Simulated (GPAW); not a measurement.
# A Cu chain with a Na atom on top of one atom: transmission at several levels, part 2 of 2

Aim: T(E), conductance and thermopower of a Cu chain with a Na atom on top of one atom, and what cheaper settings cost in accuracy.

GPAW 26.7.0; GPAW LCAO, PAW setups; Landauer transmission from Green's functions with principal layers (ASE), zero bias.

So far, transmission at the Fermi level (one spin): 0.999 in steps 2, 3 and 4. Also open channels of the lead at the Fermi level (one spin): 1 in steps 2, 3 and 4.

**5. LDA in the dzp basis: xc = "LDA"**

Back in the dzp basis, the functional changes from PBE to LDA, to set the spread between functionals beside that between bases.

The input, run.py:

```python
import json
import numpy as np
from ase import Atoms
from ase.transport.calculators import TransportCalculator
from gpaw import GPAW, FermiDirac
from gpaw.lcao.tools import get_lcao_hamiltonian
from scipy.linalg import eigh

# The junction with lead layers at both ends, along the third cell vector
device = Atoms(
    ['Cu', 'Cu', 'Cu', 'Cu', 'Cu', 'Cu', 'Na', 'Cu', 'Cu', 'Cu', 'Cu', 'Cu'],
    positions=[
        [4.50000, 4.50000, 1.15000],
        [4.50000, 4.50000, 3.45000],
        [4.50000, 4.50000, 5.75000],
        [4.50000, 4.50000, 8.05000],
        [4.50000, 4.50000, 10.35000],
        [4.50000, 4.50000, 12.65000],
        [7.11270, 4.50000, 12.65000],
        [4.50000, 4.50000, 14.95000],
        [4.50000, 4.50000, 17.25000],
        [4.50000, 4.50000, 19.55000],
        [4.50000, 4.50000, 21.85000],
        [4.50000, 4.50000, 24.15000]],
    cell=[[9.0, 0.0, 0.0], [0.0, 9.0, 0.0], [0.0, 0.0, 25.3]],
    pbc=True)

# One principal layer of the lead: the first 3 atoms of the device
lead = Atoms(
    ['Cu', 'Cu', 'Cu'],
    positions=[
        [4.50000, 4.50000, 1.15000],
        [4.50000, 4.50000, 3.45000],
        [4.50000, 4.50000, 5.75000]],
    cell=[[9.0, 0.0, 0.0], [0.0, 9.0, 0.0], [0.0, 0.0, 6.9]],
    pbc=True)

settings = dict(mode='lcao', basis='dzp', xc='LDA', h=0.2,
                occupations=FermiDirac(0.1), maxiter=250,
                mixer=dict(beta=0.1, nmaxold=8, weight=100.0),
                convergence=dict(density=0.0001))
energies = np.arange(-2, 2 + 1e-9, 0.05)
eta = 0.0001
n1, n2 = 1, 1
# k and -k transmit alike, so half of the mesh across the current serves
mesh = [(i, j) for i in range(n1) for j in range(n2) if (i, j) <= (-i % n1, -j % n2)]
weights = np.array([1 if (i, j) == (-i % n1, -j % n2) else 2 for i, j in mesh]) / (n1 * n2)

# [... helper functions left out ...]
fermi_lead = ground_state(lead, (1, 1, 16), 'lead.txt')
fermi_device = ground_state(device, (1, 1, 3), 'device.txt')
# [... loop over the mesh left out, but for ...]
        # Shift the lead onto the potential of the device's first layer
        shift = ((H[:, 0, 0] - H0[:, 0, 0]) / S0[0, 0]).real.mean()
# [...]
kT = 8.617333e-5 * 77
bias = [0.1, 0.2, 0.5, 1.0, 1.5, 2.0]
# [... integrals and printing left out ...]
```

Run with:

```console
OMP_NUM_THREADS=1 OPENBLAS_NUM_THREADS=1 python run.py
```

The log of the run:

```text
basis functions: device 182, principal layer 45
Fermi level: lead -4.0532 eV, device -3.5134 eV; lead shifted by -0.0233 eV
largest coupling past the next layer 3.59e-05 eV, largest misfit of the first layer 0.041 eV
  E-E_F (eV)   T (one spin)  channels
    -2.000    9.9789e-01    1.0000
    -1.950    9.8649e-01    1.0000
    -1.900    9.8339e-01    1.0000
[...]
1.950    9.9500e-01    1.0000
     2.000    9.9506e-01    1.0000
conductance at 77 K: 0.99905 G0 a cell; thermopower -0.001677 uV/K
current from the zero-bias T(E) at 0.1 V: 7.7406 uA
current from the zero-bias T(E) at 0.2 V: 15.481 uA
current from the zero-bias T(E) at 0.5 V: 42.841 uA
current from the zero-bias T(E) at 1.0 V: 108.3 uA
current from the zero-bias T(E) at 1.5 V: 189.42 uA
current from the zero-bias T(E) at 2.0 V: 277.56 uA
```

The job ended after 32 s (1 thread of Arm Neoverse V2, shared host; peak memory 0.86 GiB).

This step gave:

```
conductance                                    : 0.9990 G₀
largest coupling past the next principal layer : 3.59e-5 eV
largest misfit of the first principal layer    : 0.04125 eV
shift that aligns the lead                     : -0.02328 eV
basis functions of the junction                : 182
basis functions of a principal layer           : 45
```

One spin. Table of transmission, zone mean by energy, zero at the Fermi level:

energy (eV), transmission, zone mean and a bar from the least value:
```
    -2.00       1.00 ###
    -1.85       0.68 
    -1.70       1.53 ########
    -1.60       2.57 ##################
    -1.45       2.85 ####################
    -1.30       2.98 ######################
    -1.15       3.89 ##############################
    -1.05       3.86 ##############################
    -0.90       3.77 #############################
    -0.80       3.68 ############################
    -0.75       3.55 ###########################
    -0.60       3.11 #######################
    -0.50       2.87 #####################
    -0.35       2.29 ###############
    -0.20       1.70 ##########
    -0.05       1.00 ###
     0.00       1.00 ###
     0.05       1.00 ###
     0.20       1.00 ###
     0.35       1.00 ###
     0.50       1.00 ###
     0.60       1.00 ###
     0.75       1.00 ###
     0.90       1.00 ###
     1.05       1.00 ###
     1.15       0.98 ###
     1.30       0.85 ##
     1.45       0.98 ###
     1.60       0.99 ###
     1.70       0.99 ###
     1.85       0.99 ###
     2.00       1.00 ###
```

The conductance equals that of the dzp run to 0.2 %.

**6. All levels side by side**

Times are for 1 thread of Arm Neoverse V2, shared host. The series side by side:

```
no.      run  conductance (G₀)  time  memory (GiB)
  1      dzp            0.9991  34 s          0.87
  2      szp            0.9990  30 s          0.85
  3       sz            0.9991  25 s          0.82
  4  dzp LDA            0.9990  32 s          0.86
```

**7. The levels side by side**

The curves are compared point by point over the common energies.

This step: comparison of transmission and cost over codes and levels (GPAW 26.7.0).

Ladder, by row:

```
   step  code  T at the Fermi level (sum over the listed spins)  conductance (G0)  r.m.s. T(E) from the first  wall time (s)  peak memory (GiB)  threads
    dzp  GPAW                                            0.9991            0.9991                           0          33.72               0.87        1
    szp  GPAW                                             0.999             0.999                      0.3067          29.64               0.85        1
     sz  GPAW                                            0.9991            0.9991                      0.2746          25.19               0.82        1
dzp-LDA  GPAW                                             0.999             0.999                      0.1285           31.5               0.86        1
```

The transmission, zone mean, sum over the listed spins by energy, zero at the Fermi level:

```
energy (eV)    dzp    szp       sz  dzp-LDA
     -2.000  0.998  0.989    0.624    0.998
     -1.800  0.999  0.994    0.998    0.999
     -1.600   2.56   2.36     2.44     2.57
     -1.400   2.92   2.80     2.85     2.91
     -1.250   3.57   3.77     3.83     3.45
     -1.200   3.84   3.64     3.66     3.81
     -1.150   3.89   2.90     3.13     3.89
     -1.000   3.84   3.85     3.89     3.84
     -0.800   3.66   3.73     3.61     3.68
     -0.750   3.53   4.23     4.12     3.55
     -0.600   3.06   3.40     3.15     3.11
     -0.400   2.48   3.00     2.55     2.54
     -0.200   1.64   2.14     1.90     1.70
      0.000  0.999  0.999    0.999    0.999
      0.200  0.999  0.999    0.999    0.999
      0.400  0.999  0.999    0.997    0.999
      0.600  0.999  0.999    0.990    0.999
      0.800  0.997  0.994  0.00922    0.999
      1.000  0.942  0.628    0.990    0.997
      1.200  0.975  0.988    0.997    0.923
      1.400  0.992  0.994    0.999    0.977
      1.600  0.994  0.995    0.999    0.992
      1.800  0.995  0.995    0.999    0.995
      2.000  0.995  0.995    0.999    0.995
```

**8. Grid spacing 0.3, broadening 1e-05, density threshold 1e-06**

The real-space grid carries density and potential; a coarse one breaks translation symmetry along the lead and scatters electrons that should pass. The broadening keeps the Green's functions finite; too large a value absorbs electrons where channels are open and leaks them where none are. The Hamiltonian is taken from the last density. The density threshold is one of the tests that end the cycle; the energy must settle too, so a loose value may not be the test that decides.

This step: GPAW LCAO, PAW setups; Landauer transmission from Green's functions with principal layers (ASE), zero bias (GPAW 26.7.0).

run.py: that of step 5 with these lines changed.

```diff
@@ -37,8 +37,8 @@
 
-settings = dict(mode='lcao', basis='dzp', xc='LDA', h=0.2,
+settings = dict(mode='lcao', basis='dzp', xc='PBE', h=0.3,
                 occupations=FermiDirac(0.1), maxiter=250,
                 mixer=dict(beta=0.1, nmaxold=8, weight=100.0),
-                convergence=dict(density=0.0001))
+                convergence=dict(density=1e-06))
 energies = np.arange(-2, 2 + 1e-9, 0.05)
-eta = 0.0001
+eta = 1e-05
 n1, n2 = 1, 1
```

The log of the run:

```text
basis functions: device 182, principal layer 45
Fermi level: lead -3.6838 eV, device -3.1636 eV; lead shifted by -0.0210 eV
largest coupling past the next layer 4.59e-05 eV, largest misfit of the first layer 0.039 eV
  E-E_F (eV)   T (one spin)  channels
    -2.000    9.9861e-01    1.0000
    -1.950    9.8361e-01    1.0000
    -1.900    9.7870e-01    1.0000
    -1.850    7.0936e-01    1.0000
    -1.800    9.9987e-01    1.0000
    -1.750    1.0083e+00    3.0000
    -1.700    1.3490e+00    3.0000
    -1.650    2.1526e+00    3.0000
    -1.600    2.5519e+00    3.0000
    -1.550    2.6749e+00    3.0000
    -1.500    2.7625e+00    3.0000
    -1.450    2.8529e+00    3.0000
    -1.400    2.9241e+00    3.0000
    -1.350    2.9654e+00    3.0000
    -1.300    2.9544e+00    3.0000
    -1.250    3.6118e+00    4.0000
[...]
1.650    9.9513e-01    1.0000
     1.700    9.9529e-01    1.0000
     1.750    9.9541e-01    1.0000
     1.800    9.9548e-01    1.0000
     1.850    9.9552e-01    1.0000
     1.900    9.9554e-01    1.0000
     1.950    9.9553e-01    1.0000
     2.000    9.9550e-01    1.0000
conductance at 77 K: 0.9999 G0 a cell; thermopower -0.000386 uV/K
current from the zero-bias T(E) at 0.1 V: 7.7472 uA
current from the zero-bias T(E) at 0.2 V: 15.494 uA
current from the zero-bias T(E) at 0.5 V: 42.743 uA
current from the zero-bias T(E) at 1.0 V: 108 uA
current from the zero-bias T(E) at 1.5 V: 188.98 uA
current from the zero-bias T(E) at 2.0 V: 279.87 uA
```

Wall time 23 s (1 thread); peak memory 0.35 GiB.

The run finished with changed settings (h = 0.3, eta = 1e-05 and conv = 1e-06); it serves as a test.

Side by side:

```
                                           quantity   this run  sound run  difference
                                   conductance (G₀)    0.99990    0.99906      8.4e-4
largest coupling past the next principal layer (eV)   4.593e-5   4.594e-5     -1.2e-8
   largest misfit of the first principal layer (eV)   0.039158   0.038859      3.0e-4
                    shift that aligns the lead (eV)  -0.020985  -0.022375     0.00139
         transmission at the Fermi level (one spin)    0.99991    0.99906      8.4e-4
```

**9. A second varied run**

A last run, with other settings again.

run.py: that of step 8 with these lines changed.

```diff
@@ -37,8 +37,8 @@
 
-settings = dict(mode='lcao', basis='dzp', xc='PBE', h=0.3,
-                occupations=FermiDirac(0.1), maxiter=250,
+settings = dict(mode='lcao', basis='DZP', xc='PBE', h=0.2,
+                occupations=FermiDirac(0.1), maxiter=100,
                 mixer=dict(beta=0.1, nmaxold=8, weight=100.0),
-                convergence=dict(density=1e-06))
+                convergence=dict(density=0.0001))
 energies = np.arange(-2, 2 + 1e-9, 0.05)
-eta = 1e-05
+eta = 0.0001
 n1, n2 = 1, 1
```

The log of the run:

```text
FileNotFoundError: Could not find required basis set file "Cu.DZP.basis".
```

It took 0.67 s on 1 thread; peak memory 0.1 GiB.

The input was rejected at the start.

The program's message: “FileNotFoundError: Could not find required basis set file "Cu.DZP.basis".”

The change that led to it: basis = "DZP".

**10. Outcome**

- conductance: 0.999 G₀
- transmission at the Fermi level, mean of the spins: 0.999
- thermopower: about 0 (under 1.5 μV/K)
- open channels of the lead there: 1

In the dzp basis the junction conducts 0.999 G₀ at 77 K, with T = 0.999 a spin at the Fermi level; the sz basis reaches that conductance within 10 %. The junction passes nearly all that the lead offers at the Fermi level. At the Fermi level one eigenchannel carries the current (1.00). Measured against the first run (dzp), the nearest curve is that of dzp-LDA (r.m.s. 0.13) and the farthest that of szp (0.31). Over the compared runs wall time goes from 25 s (sz) to 34 s (dzp), on a shared host. The geometry was built from estimated bond lengths and not relaxed, so the numbers describe this model structure. An evenly spaced straight chain is an idealisation: free chains tend to dimerise, zigzag or, where a band edge lies near the Fermi level, turn magnetic. The currents use the zero-bias T(E) throughout, which holds only while the bias is small against the distance to the nearest feature. The energy step is wider than the thermal energy, so the conductance and thermopower rest on interpolation of T(E).

[Logs are printed without paths, hosts, clocks, repeated set-up lines and the standing remarks that a program may print on its own settings, such as how far it seeks lower states.]

[Hosts, paths, dates, database ids (printed as entryN), source tags and the programs' standing remarks are cut or masked in the printed files.]
